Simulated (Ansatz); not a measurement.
# Core levels in a random alloy: Mg13Sb3 (Sb on 19 % of the Mg sites, one arrangement)

Wanted: how composition and neighbours shift and broaden the core lines of Mg13Sb3 (Sb on 19 % of the Mg sites, one arrangement). Spin–orbit coupling is left out of the bands throughout.

Main program and level: Ansatz 0.2.0; DFT, PBE, plane-wave PAW, default files, scalar-relativistic.

**1. Set-up**

The cell holds 16 atoms: 13 Mg and 3 Sb. Its edges and angles: a = 7.768 Å, b = 7.768 Å, c = 8.427 Å, α = 115.6°, β = 64.4°, γ = 86.4°. It derives from Mg and Sb. How the cell was made: random alloy; site: Mg; solute: Sb; fraction 0.1875; sites picked by the rule 'random', which a small cell need not show; lattice typed at the start.

**2. Relaxation**

Atoms near a foreign or missing neighbour move off the ideal sites, so they are relaxed first.

input.yaml reads:

```yaml
crystal:
  lattice:
    - [-4.903060997, 2.8307835864, 5.3180536205]
    - [-4.903060997, 2.8307835864, -5.3180536205]
    - [-3.2687073313, -5.6615671729, 5.3180536205]
  atoms:
    - { symbol: Mg, position: [0.875, 0.625, 0.75] }
    - { symbol: Mg, position: [0.375, 0.125, 0.75] }
    - { symbol: Mg, position: [0.25, 0.75, 0.5] }
    - { symbol: Mg, position: [0.75, 0.25, 0.5] }
    - { symbol: Sb, position: [0.625, 0.875, 0.25] }
    - { symbol: Mg, position: [0.125, 0.375, 0.25] }
    - { symbol: Mg, position: [0.5, 0.5, 0.0] }
    - { symbol: Mg, position: [0.0, 0.0, 0.0] }
    - { symbol: Mg, position: [0.3333333333, 0.3333333333, 0.5] }
    - { symbol: Mg, position: [0.8333333333, 0.8333333333, 0.5] }
    - { symbol: Mg, position: [0.7083333333, 0.4583333333, 0.25] }
    - { symbol: Sb, position: [0.2083333333, 0.9583333333, 0.25] }
    - { symbol: Mg, position: [0.0833333333, 0.5833333333, 0.0] }
    - { symbol: Mg, position: [0.5833333333, 0.0833333333, 0.0] }
    - { symbol: Mg, position: [0.9583333333, 0.2083333333, 0.75] }
    - { symbol: Sb, position: [0.4583333333, 0.7083333333, 0.75] }
kpoints:
  mp_grid: { grid: [4, 4, 4] }
scf:
  occupations: { method: fermi_dirac, width: 0.08 }
  n_extra_bands: 16
hamiltonian:
  xc: pbe
  pseudopotentials: { kind: paw }
output:
  forces: true
relax:
  f_tol: 0.04
  max_steps: 35
  cell: {}
```

Started as:

```sh
> ansatz run input.yaml --threads 4 --pin off --max-ram 14336MiB --backend cpu --events-out ev --progress --plain --runs-dir out
```

Numbers of over 12 decimals in the logs are rounded to 6 here.

What it wrote:

```text
scf.n_extra_bands = 16 over 88 filled bands (N_el = 175.0): the run solves 104 bands
Engine: ansatz 0.2.0, x86_64-unknown-linux-gnu
Pseudopotentials: kind: paw
Pseudopotential: Mg, paw, valence charge 10, recommended cutoff 420 eV (normal), Mg.paw.azcp
Pseudopotential: Sb, paw, valence charge 15, recommended cutoff 420 eV (normal), Sb.paw.azcp
Functional definition: PBE
  parameter kappa = 0.804
  parameter beta = 0.066725
  exchange = pbe_x(kappa = kappa, mu = beta*pi^2/3)
  correlation = pbe_c(beta = beta)
Crystal: 16 atoms, lattice volume = 393.664 Å³
Basis set: ecut = 420 eV, 7691 PW (Γ), exchange–correlation on 108×108×120 points (8 copies of the dense FFT grid, shifted against one another)
Bands: 104, of which v1, the nominal top of the filled ones, is band 88 counted from 1 (87 counted from 0)
Symmetry: 1 space group operations
Space group: P1 (ITA 1), of the structure as read, at distance tolerance 7.3e-5 Å
k-points: 36 of 64 (time reversal used)
Non-local potential: Mg, projectors of the file, l = 0: 3, l = 1: 2, l = 2: 1
Non-local potential: Sb, projectors of the file, l = 0: 2, l = 1: 2, l = 2: 2, l = 3: 2
PAW form: soft (Blöchl's): semilocal exchange-correlation on the pseudo side does not see the compensation charge
PAW one-centre angular grid: Mg, 110 points (default); XC on 64 Gauss nodes
PAW one-centre angular grid: Sb, 590 points (default); XC on 64 Gauss nodes
Initial density: superposition of atomic densities (neutral atoms: chi_scale 0, normalization atom), corrected by the library's trained network
Initial wavefunctions: pseudopotential atomic-orbital guess
Functional: x = pbe(κ = 0.804, μ = 0.219515), c = pbe(β = 0.066725)
SCF iter   1: F=—  HF=-44463.875677 eV  |F-HF|=—  |Δ(HF+E_count)|=         —  Δρ=1.29e-3  dr2=1.95e-2  ethr=1.77e-3  ⟨swp⟩=8.9  Hψ=17647  notcnv=0  defer=20
preconditioner: auto → Kerker (q_TF=auto, 2.383 Å⁻¹)  [metal: Δε(μ)=0.022 eV  Ē_g=5.732 eV  σ=0.080 eV  W_gap=0.07  n_scr=88 (ndim 8)  ℏωp=12.0 eV  f_vac=0.000  D(μ)=6.74/eV (n_scr^D=34)]
SCF iter   2: F=—  HF=-44463.874758 eV  |F-HF|=—  |Δ(HF+E_count)|=   9.20e-4  Δρ=8.59e-4  dr2=8.55e-3  ethr=1.11e-5  ⟨swp⟩=2.0  Hψ=4886  notcnv=0  defer=26
SCF iter   3: F=—  HF=-44463.873519 eV  |F-HF|=—  |Δ(HF+E_count)|=   1.24e-3  Δρ=1.54e-4  dr2=3.17e-4  ethr=4.89e-6  ⟨swp⟩=2.0  Hψ=4271  notcnv=0  defer=26
SCF iter   4: F=—  HF=-44463.873449 eV  |F-HF|=—  |Δ(HF+E_count)|=   7.04e-5  Δρ=6.62e-5  dr2=2.99e-5  ethr=1.81e-7  ⟨swp⟩=2.0  Hψ=4418  notcnv=0  defer=26
SCF iter   5: F=—  HF=-44463.873403 eV  |F-HF|=—  |Δ(HF+E_count)|=   4.53e-5  Δρ=1.60e-5  dr2=1.44e-6  ethr=1.71e-8  ⟨swp⟩=2.0  Hψ=4962  notcnv=0  defer=26
SCF iter   6: F=—  HF=-44463.873403 eV  |F-HF|=—  |Δ(HF+E_count)|=   3.85e-7  Δρ=5.10e-6  dr2=3.43e-7  ethr=8.22e-10  ⟨swp⟩=2.0  Hψ=6839  notcnv=0  defer=26
SCF iter   7: F=-44463.873403 eV  HF=-44463.873403 eV  |F-HF|=1.88e-8  |Δ(HF+E_count)|=   5.11e-8  Δρ=1.46e-6  dr2=2.87e-8  ethr=5.71e-11  ⟨swp⟩=4.1  Hψ=11545  notcnv=0
SCF 1 converged in 7 iterations: F = -44463.873403 eV  dr2 = 2.87e-8
  greatest PAW one-centre occupation: 1.000 electrons in one spin orbital (limit 2), on the Mg atom at site 0 (counted from 0), in its partial waves of l = 0
relax step   1: F+E_penalty+E_count = -44463.87340295 eV  Δ(F+E_penalty+E_count) = +0.000e0 eV  max|allowed force component| = 6.098e-1 eV/Å  Δτ_max = 0.0000 Å  P = -1.773 GPa  Ω = 393.664 Å³  (7 SCF iters, dr2 threshold 1.00e-7 eV, accepted)
Crystal: 16 atoms, lattice volume = 375.849 Å³
Basis set: ecut = 420 eV, 7343 PW (Γ), exchange–correlation on 108×108×120 points (8 copies of the dense FFT grid, shifted against one another)
Initial density: handed on by an earlier stage of this run
Initial wavefunctions: those handed on with the density
iter 1 solved again at ethr=1.13e-4 eV; its pass at ethr=3.10e-3 eV (dr2=1.98e-1 eV) is discarded
SCF iter   1: F=—  HF=-44464.285632 eV  |F-HF|=—  |Δ(HF+E_count)|=         —  Δρ=5.59e-3  dr2=2.04e-1  ethr=1.13e-4  ⟨swp⟩=2.3  Hψ=18963  notcnv=0
preconditioner: auto → Kerker (q_TF=auto, 2.402 Å⁻¹)  [metal: Δε(μ)=0.007 eV  Ē_g=5.890 eV  σ=0.080 eV  W_gap=0.02  n_scr=88 (ndim 8)  ℏωp=12.3 eV  f_vac=0.000  D(μ)=6.72/eV (n_scr^D=34)]
SCF iter   2: F=—  HF=-44464.244117 eV  |F-HF|=—  |Δ(HF+E_count)|=   4.15e-2  Δρ=2.94e-3  dr2=6.44e-2  ethr=1.13e-4  ⟨swp⟩=2.0  Hψ=4518  notcnv=0
SCF iter   3: F=—  HF=-44464.229880 eV  |F-HF|=—  |Δ(HF+E_count)|=   1.42e-2  Δρ=4.87e-4  dr2=2.75e-3  ethr=3.68e-5  ⟨swp⟩=2.0  Hψ=5045  notcnv=0
SCF iter   4: F=—  HF=-44464.229474 eV  |F-HF|=—  |Δ(HF+E_count)|=   4.06e-4  Δρ=1.61e-4  dr2=2.77e-4  ethr=1.57e-6  ⟨swp⟩=2.0  Hψ=4220  notcnv=0
SCF iter   5: F=—  HF=-44464.229360 eV  |F-HF|=—  |Δ(HF+E_count)|=   1.14e-4  Δρ=3.89e-5  dr2=8.02e-6  ethr=1.58e-7  ⟨swp⟩=2.0  Hψ=5084  notcnv=0
SCF iter   6: F=-44464.229359 eV  HF=-44464.229359 eV  |F-HF|=3.52e-7  |Δ(HF+E_count)|=   1.12e-6  Δρ=9.54e-6  dr2=4.84e-7  ethr=9.14e-10  ⟨swp⟩=5.0  Hψ=11836  notcnv=0
SCF 2 converged in 6 iterations: F = -44464.229359 eV  dr2 = 4.84e-7
  greatest PAW one-centre occupation: 1.000 electrons in one spin orbital (limit 2), on the Mg atom at site 5 (counted from 0), in its partial waves of l = 0
relax step   2: F+E_penalty+E_count = -44464.22935856 eV  Δ(F+E_penalty+E_count) = -3.560e-1 eV  max|allowed force component| = 2.204e-1 eV/Å  Δτ_max = 0.1949 Å  P = -0.234 GPa  Ω = 375.849 Å³  energy of the carried Pulay correction = +1.100e-3 eV  (6 SCF iters, dr2 threshold 1.60e-6 eV, accepted)
Crystal: 16 atoms, lattice volume = 371.263 Å³
Basis set: ecut = 420 eV, 7255 PW (Γ), exchange–correlation on 108×108×120 points (8 copies of the dense FFT grid, shifted against one another)
iter 1 solved again at ethr=9.43e-5 eV; its pass at ethr=3.10e-3 eV (dr2=1.65e-1 eV) is discarded
SCF iter   1: F=—  HF=-44464.347493 eV  |F-HF|=—  |Δ(HF+E_count)|=         —  Δρ=4.84e-3  dr2=1.65e-1  ethr=9.43e-5  ⟨swp⟩=1.9  Hψ=20124  notcnv=0
preconditioner: auto → Kerker (q_TF=auto, 2.407 Å⁻¹)  [metal: Δε(μ)=0.028 eV  Ē_g=5.957 eV  σ=0.080 eV  W_gap=0.09  n_scr=86 (ndim 8)  ℏωp=12.3 eV  f_vac=0.000  D(μ)=6.82/eV (n_scr^D=34)]
SCF iter   2: F=—  HF=-44464.318517 eV  |F-HF|=—  |Δ(HF+E_count)|=   2.90e-2  Δρ=2.60e-3  dr2=5.57e-2  ethr=9.43e-5  ⟨swp⟩=2.0  Hψ=3961  notcnv=0
SCF iter   3: F=—  HF=-44464.307187 eV  |F-HF|=—  |Δ(HF+E_count)|=   1.13e-2  Δρ=4.00e-4  dr2=2.25e-3  ethr=3.19e-5  ⟨swp⟩=2.0  Hψ=4966  notcnv=0
SCF iter   4: F=—  HF=-44464.306842 eV  |F-HF|=—  |Δ(HF+E_count)|=   3.45e-4  Δρ=1.45e-4  dr2=2.03e-4  ethr=1.28e-6  ⟨swp⟩=2.0  Hψ=5025  notcnv=0
SCF iter   5: F=—  HF=-44464.306752 eV  |F-HF|=—  |Δ(HF+E_count)|=   8.94e-5  Δρ=3.71e-5  dr2=6.54e-6  ethr=1.16e-7  ⟨swp⟩=2.0  Hψ=4861  notcnv=0
SCF iter   6: F=-44464.306752 eV  HF=-44464.306752 eV  |F-HF|=1.88e-7  |Δ(HF+E_count)|=   6.74e-7  Δρ=8.99e-6  dr2=3.86e-7  ethr=9.14e-10  ⟨swp⟩=4.9  Hψ=11917  notcnv=0
SCF 3 converged in 6 iterations: F = -44464.306752 eV  dr2 = 3.86e-7
  greatest PAW one-centre occupation: 1.000 electrons in one spin orbital (limit 2), on the Mg atom at site 1 (counted from 0), in its partial waves of l = 0
relax step   3: F+E_penalty+E_count = -44464.30675154 eV  Δ(F+E_penalty+E_count) = -7.739e-2 eV  max|allowed force component| = 1.336e-1 eV/Å  Δτ_max = 0.1679 Å  P = +0.427 GPa  Ω = 371.263 Å³  energy of the carried Pulay correction = +1.392e-3 eV  (6 SCF iters, dr2 threshold 1.60e-6 eV, accepted)
[...]
relax step   4: F+E_penalty+E_count = -44464.32470272 eV  Δ(F+E_penalty+E_count) = -1.795e-2 eV  max|allowed force component| = 8.507e-2 eV/Å  Δτ_max = 0.1008 Å  P = -0.124 GPa  Ω = 376.734 Å³  energy of the carried Pulay correction = +1.044e-3 eV  (6 SCF iters, dr2 threshold 1.12e-6 eV, accepted)
[...]
relax step   5: F+E_penalty+E_count = -44464.33455608 eV  Δ(F+E_penalty+E_count) = -9.853e-3 eV  max|allowed force component| = 2.286e-2 eV/Å  Δτ_max = 0.0589 Å  P = +0.020 GPa  Ω = 375.232 Å³  energy of the carried Pulay correction = +1.139e-3 eV  (6 SCF iters, dr2 threshold 4.52e-7 eV, accepted)
Basis set: ecut = 420 eV, 7341 PW (Γ), exchange–correlation on 108×100×120 points (8 copies of the dense FFT grid, shifted against one another)
Initial wavefunctions: pseudopotential atomic-orbital guess (no wavefunctions were taken with the density)
iter 1 solved again at ethr=7.89e-8 eV; its pass at ethr=3.10e-3 eV (dr2=1.38e-4 eV) is discarded
SCF iter   1: F=—  HF=-44464.333310 eV  |F-HF|=—  |Δ(HF+E_count)|=         —  Δρ=4.76e-5  dr2=8.43e-7  ethr=7.89e-8  ⟨swp⟩=4.0  Hψ=26323  notcnv=0
preconditioner: auto → Kerker (q_TF=auto, 2.403 Å⁻¹)  [metal: Δε(μ)=0.012 eV  Ē_g=5.932 eV  σ=0.080 eV  W_gap=0.04  n_scr=86 (ndim 8)  ℏωp=12.3 eV  f_vac=0.000  D(μ)=6.82/eV (n_scr^D=34)]
SCF iter   2: F=—  HF=-44464.333339 eV  |F-HF|=—  |Δ(HF+E_count)|=   2.89e-5  Δρ=2.44e-5  dr2=2.27e-7  ethr=4.82e-10  ⟨swp⟩=3.3  Hψ=6478  notcnv=0
SCF iter   3: F=—  HF=-44464.333343 eV  |F-HF|=—  |Δ(HF+E_count)|=   4.40e-6  Δρ=2.81e-6  dr2=2.17e-8  ethr=1.30e-10  ⟨swp⟩=2.0  Hψ=5038  notcnv=0
SCF iter   4: F=—  HF=-44464.333343 eV  |F-HF|=—  |Δ(HF+E_count)|=   6.72e-9  Δρ=7.79e-7  dr2=4.82e-9  ethr=1.24e-11  ⟨swp⟩=2.0  Hψ=4987  notcnv=0
SCF iter   5: F=—  HF=-44464.333343 eV  |F-HF|=—  |Δ(HF+E_count)|=  7.28e-12  Δρ=2.85e-7  dr2=4.46e-10  ethr=2.76e-12  ⟨swp⟩=2.0  Hψ=5041  notcnv=0
SCF iter   6: F=-44464.333343 eV  HF=-44464.333343 eV  |F-HF|=7.28e-12  |Δ(HF+E_count)|=  7.28e-12  Δρ=5.11e-8  dr2=1.92e-11  ethr=1.00e-12  ⟨swp⟩=4.3  Hψ=11626  notcnv=0
SCF 6 converged in 6 iterations: F = -44464.333343 eV  dr2 = 1.92e-11
relax step   6: F+E_penalty+E_count = -44464.33334339 eV  Δ(F+E_penalty+E_count) = +1.213e-3 eV  max|allowed force component| = 2.288e-2 eV/Å  Δτ_max = 0.0000 Å  P = +0.021 GPa  Ω = 375.232 Å³  stress off target by 4.65e-2 GPa  SCF on the basis re-selected at this cell (its energy is not comparable with the rows above)  (6 SCF iters)
basis re-selected at this cell: Δ(F+E_penalty+E_count) = +1.213e-3 eV, ΔP = +0.000 GPa vs the last step (what re-selecting the basis moved, of the pressure what is left beyond the Pulay correction that the steps carried, after the strain that the cell walked since its last selection, with what the two solves' SCF thresholds leave and, on support functions, any second-order correction that the steps lacked; it is no measure of the basis error at this ecutwfc). The dense FFT grid was sized anew with the basis: this SCF ran on 54×50×60 points, the steps before it on 54×54×60, so part of this shift can come from that change (see relax.cell in the input reference). [rest of the remark cut]
SCF converged after 6 iterations
Free energy (F): -44464.333343 eV
Harris-Foulkes:  -44464.333343 eV  (|F-HF|=7.28e-12)
Internal energy: -44464.190176 eV  (E = F + TS)
E sigma→0 (E₀):  -44464.261760 eV
Entropy (-TS):   -0.143167 eV (-8.948 meV/atom)
Fermi energy:    7.114406 eV
--- Per-component energies (eV) ---
  E_band       = -5112.299136
  E_kinetic    = 1597.517340
  E_local      = -25606.689507  (includes V_loc(G=0)·N_el)
  E_nonlocal   = 2332.042062
  E_hartree    = 9595.845901
  E_xc         = -786.750392
  E_vxc        = -768.171943  (∫ρ·V_xc dr)
  E_paw        = -17532.737564  (= ΣΔE_a)
  E_vpaw       = -1858.689017  (= ΣTr[D̂ρ^β])
  E_aug_tail   = -0.000045  (compensation charges beyond the density's cutoff)
  E_ewald      = -14063.417971
  E_smearing   = -0.143167  (= −TS)
  E_closure    = 0.000000  (closes the sum)
  Σ components = -44464.333343   (vs F -44464.333343, Δ=0.00e0)
--- Forces (eV/Å), atoms counted from 1 ---
  atom   1  Mg     0.00047929     0.02288176     0.01475704
  atom   2  Mg    -0.00795830    -0.01074115     0.00521155
  atom   3  Mg     0.00937388    -0.00061327     0.00636765
  atom   4  Mg     0.00092853    -0.00480233     0.00372801
  atom   5  Sb     0.00601120    -0.00195053    -0.01072862
  atom   6  Mg    -0.00545170     0.00417270     0.00382027
  atom   7  Mg     0.01782673    -0.00727632     0.01432619
  atom   8  Mg    -0.01174345    -0.00153953    -0.00783372
  atom   9  Mg    -0.00580499     0.00512201    -0.01267338
  atom  10  Mg    -0.00315280    -0.00354646    -0.00128959
  atom  11  Mg     0.01402837    -0.00269184     0.00218691
  atom  12  Sb    -0.01312796     0.00073593     0.00989752
  atom  13  Mg     0.01018681     0.00087218     0.00027839
  atom  14  Mg    -0.01854034     0.00712198    -0.02064844
  atom  15  Mg     0.00144294    -0.00725152    -0.00762853
  atom  16  Sb     0.00550143    -0.00049369     0.00022832
  max |Σ_I F_I| component: 4.27e-7 eV/Å
--- Stress (GPa, compression-positive) ---
        0.023785      -0.016456      -0.021232
       -0.016456       0.013730      -0.008313
       -0.021232      -0.008313       0.024225
  P = ⅓ Tr σ = 0.0206 GPa (0.206 kbar)
--- Relaxed structure (5 steps of the walk, 5 accepted, 1 SCFs on fresh bases) ---
  F+E_penalty+E_count = -44464.33334339 eV   max|allowed force component| = 2.288e-2 eV/Å   (the final SCF, on the basis selected at the relaxed cell)
  cell:  # Å, volume = 375.2315 Å³
    - [-4.844763, 2.870181, 5.468731]
    - [-4.606566, 2.528103, -5.067035]
    - [-3.421905, -5.491147, 5.158999]
  atoms:
    - { symbol: Mg, position: [0.887087, 0.626638, 0.750554] }
    - { symbol: Mg, position: [0.375717, 0.127293, 0.756605] }
    - { symbol: Mg, position: [0.252484, 0.763783, 0.498716] }
    - { symbol: Mg, position: [0.745193, 0.253124, 0.507351] }
    - { symbol: Sb, position: [0.656531, 0.862474, 0.237824] }
    - { symbol: Mg, position: [0.132990, 0.388785, 0.249884] }
    - { symbol: Mg, position: [0.505317, 0.510980, -0.00202308] }
    - { symbol: Mg, position: [0.00186465, 0.011227, 0.00410006] }
    - { symbol: Mg, position: [0.326055, 0.317678, 0.498360] }
    - { symbol: Mg, position: [0.829725, 0.824798, 0.500988] }
    - { symbol: Mg, position: [0.707136, 0.450596, 0.243063] }
    - { symbol: Sb, position: [0.158675, 0.992901, 0.284798] }
    - { symbol: Mg, position: [0.097204, 0.579146, -0.00863197] }
    - { symbol: Mg, position: [0.568718, 0.069886, 0.00556708] }
    - { symbol: Mg, position: [0.946389, 0.205903, 0.758927] }
    - { symbol: Sb, position: [0.475581, 0.681455, 0.713918] }
```

The job ended after 5.6 min (4 threads of Intel Xeon at 2.50GHz (Skylake/Cascade Lake), shared host; peak memory 1.6 GiB; 15 min of CPU time).

Relaxation path:

```tsv
step	energy less that of the first step (eV)	largest force component (eV/Å)	pressure (GPa)	volume (Å³)
1	0.0000	0.6098	-1.77	393.66
2	-0.3560	0.2204	-0.23	375.85
3	-0.4333	0.1336	0.43	371.26
4	-0.4513	0.0851	-0.12	376.73
5	-0.4612	0.0229	0.02	375.23
6*	-0.4599	0.0229	0.02	375.23
```

Relaxation steps marked * repeat the geometry before them on a plane-wave basis chosen anew for their cell, so energy and pressure can jump there.

```tsv
cell as run	before	after	change
a (Å)	7.768	7.850	+1.1 %
b (Å)	7.768	7.300	-6.0 %
c (Å)	8.427	8.275	-1.8 %
α (°)	115.60	113.68	-1.7 %
β (°)	64.40	63.45	-1.5 %
γ (°)	86.42	88.14	+2.0 %
volume (Å³/atom)	24.60	23.45	-4.7 %
```

The atoms that moved most (Å, as changes of fractional coordinates times the final cell):

```tsv
atom	dx	dy	dz	length
Sb12	-0.038	-0.246	-0.267	0.365
Sb16	0.164	0.180	0.044	0.247
Sb5	-0.053	0.126	0.173	0.220
Mg14	0.114	-0.107	0.017	0.157
Mg9	0.113	-0.051	0.031	0.128
Mg6	-0.102	0.058	-0.027	0.120
Mg3	-0.071	0.049	-0.063	0.107
Mg1	-0.068	0.036	0.061	0.098
```

This step gave:

* free energy: -44464.3333 eV
* energy at zero smearing: -44464.2618 eV
* smearing term TS: 0.1432 eV
* Fermi energy: 7.114 eV
* symmetry operations: 1
* pressure: 0.02058 GPa

The relaxation ends with a largest force component of 0.023 eV/Å and a pressure of 0.02 GPa.

(Part 1 of 3 ends here.)

[Logs are printed without paths, hosts, clocks, repeated set-up lines and the standing remarks that a program may print on its own settings, such as how far it seeks lower states.]

[Hosts, paths, dates, database ids (printed as entryN), source tags and the programs' standing remarks are cut or masked in the printed files.]

[Maps of the electrostatic potential energy from Ansatz leave out the sawtooth potential of an applied field or a dipole correction, so their vacuum need not be flat; work functions include it.]
